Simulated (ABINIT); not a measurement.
Planning a run of ABINIT 10.8.3 on LiGeN (P6_3mc). The input:

```
acell 3*1.0 Angstrom
rprim 
  3.012408535488 -0.000000000022 0.000000000000
  -1.506204267725 2.608822318321 0.000000000000
  0.000000000000 0.000000000000 9.419459000000
ntypat 3
znucl 3 32 7
natom 6
typat 1 1 2 2 3 3
xred 
  0.666666666667 0.333333333333 0.743392000000
  0.333333333333 0.666666666667 0.243392000000
  -0.000000000000 -0.000000000000 0.498023000000
  -0.000000000000 -0.000000000000 0.998023000000
  0.333333333333 0.666666666667 0.603223000000
  0.666666666667 0.333333333333 0.103223000000
pp_dirpath "pseudos"
pseudos "Li.upf, Ge.upf, N.upf"
ecut 56
iscf -2
irdden 1
kptopt 0
nkpt 75
kpt 
  0.00000000 0.00000000 0.00000000
  0.06250000 0.00000000 0.00000000
  0.12500000 0.00000000 0.00000000
  0.18750000 0.00000000 0.00000000
  0.25000000 0.00000000 0.00000000
  0.31250000 0.00000000 0.00000000
  0.37500000 0.00000000 0.00000000
  0.43750000 0.00000000 0.00000000
  0.50000000 0.00000000 0.00000000
  0.47916667 0.04166667 0.00000000
  0.45833333 0.08333333 0.00000000
  0.43750000 0.12500000 0.00000000
  0.41666666 0.16666666 0.00000000
  0.39583333 0.20833333 0.00000000
  0.37500000 0.25000000 0.00000000
  0.35416666 0.29166666 0.00000000
  0.33333333 0.33333333 0.00000000
  0.29166666 0.29166666 0.00000000
  0.25000000 0.25000000 0.00000000
  0.20833333 0.20833333 0.00000000
  0.16666666 0.16666666 0.00000000
  0.12500000 0.12500000 0.00000000
  0.08333333 0.08333333 0.00000000
  0.04166667 0.04166667 0.00000000
  0.00000000 0.00000000 0.00000000
  0.00000000 0.00000000 0.06250000
  0.00000000 0.00000000 0.12500000
  0.00000000 0.00000000 0.18750000
  0.00000000 0.00000000 0.25000000
  0.00000000 0.00000000 0.31250000
  0.00000000 0.00000000 0.37500000
  0.00000000 0.00000000 0.43750000
  0.00000000 0.00000000 0.50000000
  0.06250000 0.00000000 0.50000000
  0.12500000 0.00000000 0.50000000
  0.18750000 0.00000000 0.50000000
  0.25000000 0.00000000 0.50000000
  0.31250000 0.00000000 0.50000000
  0.37500000 0.00000000 0.50000000
  0.43750000 0.00000000 0.50000000
  0.50000000 0.00000000 0.50000000
  0.47916667 0.04166667 0.50000000
  0.45833333 0.08333333 0.50000000
  0.43750000 0.12500000 0.50000000
  0.41666666 0.16666666 0.50000000
  0.39583333 0.20833333 0.50000000
  0.37500000 0.25000000 0.50000000
  0.35416666 0.29166666 0.50000000
  0.33333333 0.33333333 0.50000000
  0.29166666 0.29166666 0.50000000
  0.25000000 0.25000000 0.50000000
  0.20833333 0.20833333 0.50000000
  0.16666666 0.16666666 0.50000000
  0.12500000 0.12500000 0.50000000
  0.08333333 0.08333333 0.50000000
  0.04166667 0.04166667 0.50000000
  0.00000000 0.00000000 0.50000000
  0.50000000 0.00000000 0.50000000
  0.50000000 0.00000000 0.43750000
  0.50000000 0.00000000 0.37500000
  0.50000000 0.00000000 0.31250000
  0.50000000 0.00000000 0.25000000
  0.50000000 0.00000000 0.18750000
  0.50000000 0.00000000 0.12500000
  0.50000000 0.00000000 0.06250000
  0.50000000 0.00000000 0.00000000
  0.33333333 0.33333333 0.50000000
  0.33333333 0.33333333 0.43750000
  0.33333333 0.33333333 0.37500000
  0.33333333 0.33333333 0.31250000
  0.33333333 0.33333333 0.25000000
  0.33333333 0.33333333 0.18750000
  0.33333333 0.33333333 0.12500000
  0.33333333 0.33333333 0.06250000
  0.33333333 0.33333333 0.00000000
istwfk *1
nband 37
nbdbuf 2
tolwfr 1e-08
nstep 40
prtwf 0
prtvol 0
indata_prefix "in"
outdata_prefix "out"
tmpdata_prefix "tmp"
```

```sh
OMP_NUM_THREADS=1 mpirun -n 4 abinit run.abi > log
```

How long will it take on 4 MPI ranks of Arm Neoverse V1, shared host, and how much memory?

It took 2.6 min; on shared hardware allow 78 s to 5.2 min. Peak host memory was 0.79 GiB.

[Paths, hosts, dates, memory and timing lines, banners, echoed tables and standing remarks are left out of the program output.]

[Logs are printed without paths, hosts, clocks, repeated set-up lines and the standing remarks that a program may print on its own settings, such as how far it seeks lower states.]

[Runs of the session that timed out or met a known fault of the program may be left out.]

[No measured gap is set beside runs whose start may be inverted or whose files or cutoffs have a known fault.]

[Hosts, paths, dates, database ids (printed as entryN), source tags and the programs' standing remarks are cut or masked in the printed files.]

[G0W0 gaps are taken among the corrected bands and points alone; a level outside them can change the order at an edge.]

[Where Ansatz stands beside ABINIT at settings called matched, ABINIT's density can come from a denser mesh and the files from another edition; pairs whose starting gaps differed by over 0.03 eV were left out, so agreement reads better than it is.]
